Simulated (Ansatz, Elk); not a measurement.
# Li2SnP2: X-ray structure factors from the self-consistent density

The structure of Li2SnP2 used here is made up (a known structure type with other elements) and was relaxed beforehand with PBEsol. The aim is the Fourier transform of its all-electron density, F(hkl), set beside the sum over free spherical atoms that refinements use.

Main program and level: Elk 11.2.3 (patched build); DFT, PBE, all-electron APW+lo, Dirac cores, scalar-relativistic bands, static density, no spin.

This account leaves out most program logs.

The structure was built from a prototype and need not be the compound's stable phase.

### Step 1. The starting structure

Symmetry: P-3m1, No. 164, trigonal system. The conventional cell has a = 3.897 Å, b = 3.897 Å, c = 6.653 Å, α = 90.00°, β = 90.00°, γ = 120.00°. Nearest to Sn lie 6 P at 2.71 Å. Nearest to P lie 4 Li at 2.48 to 2.58 Å and 3 Sn at 2.71 Å. Li has 4 P at 2.48 to 2.58 Å and 3 Li at 2.72 Å nearest. Farther neighbours are not listed.

### Step 2. Ground state and structure factors

An all-electron density is needed, since X-rays see the cores too. Task 0 finds the density and task 195 Fourier-transforms it; tshift is off so that phases refer to the origin typed.

The input, elk.in:

```
tasks
  0
  195

xctype
  20

spinpol
  .false.

rgkmax
  7.0

gmaxvr
  14.0

lmaxo
  7

lmaxapw
  8

swidth
  0.002

tshift
  .false.

ramdisk
  .false.

hmaxvr
  5.5

maxscl
  120

epspot
  1e-06

sppath
  './'

avec
  7.36450385057 0.00000000000 -0.00000000000
  -3.68225192529 6.37784742086 0.00000000000
  -0.00000000000 -0.00000000000 12.57206123615

atoms
  3
  'Sn.in'
  1
  0.0000000000 -0.0000000000 -0.0000000000   0.000000 0.000000 0.000000
  'P.in'
  2
  0.3333333333 0.6666666667 0.2272816017   0.000000 0.000000 0.000000
  0.6666666667 0.3333333333 0.7727183983   0.000000 0.000000 0.000000
  'Li.in'
  2
  0.3333333333 0.6666666667 0.6151897160   0.000000 0.000000 0.000000
  0.6666666667 0.3333333333 0.3848102840   0.000000 0.000000 0.000000

ngridk
  7 7 4
```

Launch:

```sh
OMP_NUM_THREADS=4 elk
```

The job ended after 25 s (4 threads of Arm Neoverse V2, shared host; peak memory 0.16 GiB).

SFACRHO.OUT:

```text

h k l indices transformed by vhmat matrix:
   1.000000000       0.000000000       0.000000000    
   0.000000000       1.000000000       0.000000000    
   0.000000000       0.000000000       1.000000000    

      h      k      l  multipl.   |H|            Re(F)            Im(F)           |F|

      0      0      0      1   0.0000000       85.999999     -0.11682644E-16   85.999999    
      0      0      1      2  0.49977368       47.876208     -0.10243641E-14   47.876208    
      1     -1      0      6  0.98515767       29.479408      -0.0000000       29.479408    
      0      0     -2      2  0.99954736       21.011425      0.51218206E-15   21.011425    
      0     -1      1      6   1.1046761       24.793070     -0.43535476E-14   24.793070    
     -1      0      1      6   1.1046761       59.463389      0.74266399E-14   59.463389    
      0     -1      2      6   1.4034353       41.205266     -0.19206827E-14   41.205266    
      0      1      2      6   1.4034353       56.958142     -0.76827310E-15   56.958142    
      0      0      3      2   1.4993210       32.498852      0.12804552E-14   32.498852    
      2     -1      0      6   1.7063431       58.573038     -0.96527285E-14   58.573038    
      1     -2     -1     12   1.7780272       36.613541     -0.76827310E-15   36.613541    
     -1      1     -3      6   1.7940176       22.908022      0.10563755E-14   22.908022    
      1      0      3      6   1.7940176       55.461927     -0.66583668E-14   55.461927    
      0     -2      0      6   1.9703153       24.840634     -0.40974565E-14   24.840634    
     -1     -1      2     12   1.9775495       18.865205     -0.71705489E-14   18.865205    
      0      0     -4      2   1.9990947       46.035151      0.16645917E-14   46.035151    
     -2      2     -1      6   2.0327116       21.623105      0.10243641E-14   21.623105    
     -2      2      1      6   2.0327116       47.127452     -0.76827310E-15   47.127452
```

Elk indexes on the primitive cell of elk.in and gives |H| = 4π sin θ/λ in inverse bohr. Below, one row stands for each form hkl of the conventional cell (m members, Friedel mates merged), F is for one primitive cell and the density is static (no thermal factor). Free-atom factors are Waasmaier and Kirfel's, and R is Σm||F|−|F'||/Σm|F|.

| hkl | m | sin θ/λ (Å⁻¹) | abs F, DFT | neutral atoms | diff. |
| --- | --- | --- | --- | --- | --- |
| 001 | 2 | 0.075 | 47.876 | 48.029 | -0.153 |
| 100 | 6 | 0.148 | 29.479 | 29.829 | -0.350 |
| 002 | 2 | 0.150 | 21.011 | 21.460 | -0.448 |
| 101 | 6 | 0.166 | 24.793 | 25.065 | -0.272 |
| 011 | 6 | 0.166 | 59.463 | 59.164 | +0.299 |
| 102 | 6 | 0.211 | 41.205 | 41.258 | -0.053 |
| 012 | 6 | 0.211 | 56.958 | 56.990 | -0.032 |
| 003 | 2 | 0.226 | 32.499 | 32.607 | -0.108 |
| 110 | 6 | 0.257 | 58.573 | 58.772 | -0.199 |
| 111 | 12 | 0.267 | 36.614 | 36.709 | -0.096 |
| 013 | 6 | 0.270 | 22.908 | 22.763 | +0.145 |
| 103 | 6 | 0.270 | 55.462 | 55.704 | -0.242 |
| 200 | 6 | 0.296 | 24.841 | 24.816 | +0.025 |
| 112 | 12 | 0.297 | 18.865 | 18.734 | +0.131 |
| 004 | 2 | 0.301 | 46.035 | 46.286 | -0.250 |
| 021 | 6 | 0.306 | 21.623 | 21.510 | +0.113 |
| 201 | 6 | 0.306 | 47.127 | 47.310 | -0.183 |
| 202 | 6 | 0.332 | 47.178 | 47.352 | -0.173 |
| 022 | 6 | 0.332 | 34.576 | 34.401 | +0.175 |
| 014 | 6 | 0.335 | 20.544 | 20.465 | +0.078 |
| 104 | 6 | 0.335 | 34.608 | 34.582 | +0.026 |
| 113 | 12 | 0.342 | 27.658 | 27.568 | +0.090 |

### Step 3. The highest occupied states alone

An energy window below the Fermi level keeps the highest occupied states, to see at which angles they scatter; shallow core shells can lie inside it and anion s states outside. No new self-consistency is needed.

elk.in: that of step 2 with these lines changed.

```diff
@@ -1,3 +1,2 @@
 tasks
-  0
   195
@@ -40,2 +39,5 @@
 
+wsfac
+  -0.366110 0.485130
+
 sppath
```

Launch:

```sh
OMP_NUM_THREADS=4 elk
```

Wall time 8.2 s (4 threads); peak memory 0.16 GiB.

States within 15 eV below the Fermi level hold 16.00 electrons; any levels below the window count with the cores. Their amplitudes can exceed the total, where window and core parts have opposite phase:

```
hkl  sin θ/λ (Å⁻¹)  abs F, window  abs F, all
001          0.075          2.971      47.876
100          0.148          1.539      29.479
002          0.150          3.411      21.011
101          0.166          2.678      24.793
011          0.166          3.520      59.463
102          0.211          0.510      41.205
012          0.211          1.301      56.958
003          0.226          0.595      32.499
110          0.257          0.363      58.573
111          0.267          0.103      36.614
```

### Step 4. Another try

In this try the input is made faulty on purpose, to show what that does.

The input is changed as shown.

elk.in: that of step 3 with these lines changed.

```diff
@@ -1,2 +1,3 @@
 tasks
+  0
   195
@@ -34,3 +35,3 @@
 maxscl
-  120
+  3
 
@@ -38,5 +39,2 @@
   1e-06
-
-wsfac
-  -0.366110 0.485130
```

Launch:

```sh
OMP_NUM_THREADS=4 elk
```

It took 12 s on 4 threads; peak memory 0.16 GiB.

The run stopped without converging, so none of its numbers is a property of the system.

The fault put into the input: too few SCF loops.

### Step 5. Another functional

The difference from free atoms is small, so it is set against the change that PBEsol makes.

elk.in: that of step 4 with these lines changed.

```diff
@@ -5,3 +5,3 @@
 xctype
-  20
+  22
 
@@ -35,3 +35,3 @@
 maxscl
-  3
+  120
```

Launch:

```sh
OMP_NUM_THREADS=4 elk
```

Elapsed: 26 s, on 4 threads; peak memory 0.17 GiB.

Against the first run R = 0.04 %; the largest change is +0.034 at 002.

### Step 6. A coarser k-mesh

About half the k-points along each axis test the sampling.

elk.in: that of step 5 with these lines changed.

```diff
@@ -5,3 +5,3 @@
 xctype
-  22
+  20
 
@@ -63,2 +63,2 @@
 ngridk
-  7 7 4
+  4 4 2
```

Launch:

```sh
OMP_NUM_THREADS=4 elk
```

The job ended after 16 s (4 threads; peak memory 0.17 GiB; 32 s of CPU time).

Against the first run R = 0.01 %; the largest change is +0.020 at 011.

### Step 7. Settings against the effect

```
          run  R against the first run (%)  R against neutral atoms, low angle (%)  wall time
PBE, rgkmax 7                         0.00                                    0.45       25 s
       PBEsol                         0.04                                    0.43       26 s
 k-mesh 4×4×2                         0.01                                    0.46       16 s
```

### Step 8. What came out

| Quantity | Value |
| --- | --- |
| R against neutral atoms, sin θ/λ < 0.3 Å⁻¹ | 0.45 % |
| R against neutral atoms, 0.3 to 0.75 Å⁻¹ | 0.12 % |

In words: Independent neutral atoms miss the calculated amplitudes by R = 0.45 % below 0.3 Å⁻¹ and 0.12 % from there to 0.75 Å⁻¹; by shells, 0.88 % below 0.15 Å⁻¹ (2 forms), 0.40 % 0.15 to 0.3 (12 forms), 0.22 % 0.3 to 0.45 (22 forms), 0.10 % above 0.45 (113 forms). Bonding, aspherical density and the tables' own atoms all enter these figures, and the runs don't part them. The largest change of an amplitude is -0.45 electrons, at 002. The window's part falls from 16.0 electrons at the origin to at most 0.27 between 0.45 and 0.75 Å⁻¹. Below 0.3 Å⁻¹ the changes that finished (PBEsol and k-mesh 4×4×2) move F by R = 0.03 % at most, against the 0.45 % that separates it from free atoms. The basis has no finished test. Part of the difference isn't bonding: the tables are fits to free atoms and ions calculated by other methods than this functional. Thermal motion, anomalous dispersion and extinction are left out.

[Logs are printed without paths, hosts, clocks, repeated set-up lines and the standing remarks that a program may print on its own settings, such as how far it seeks lower states.]

[Hosts, paths, dates, database ids (printed as entryN), source tags and the programs' standing remarks are cut or masked in the printed files.]
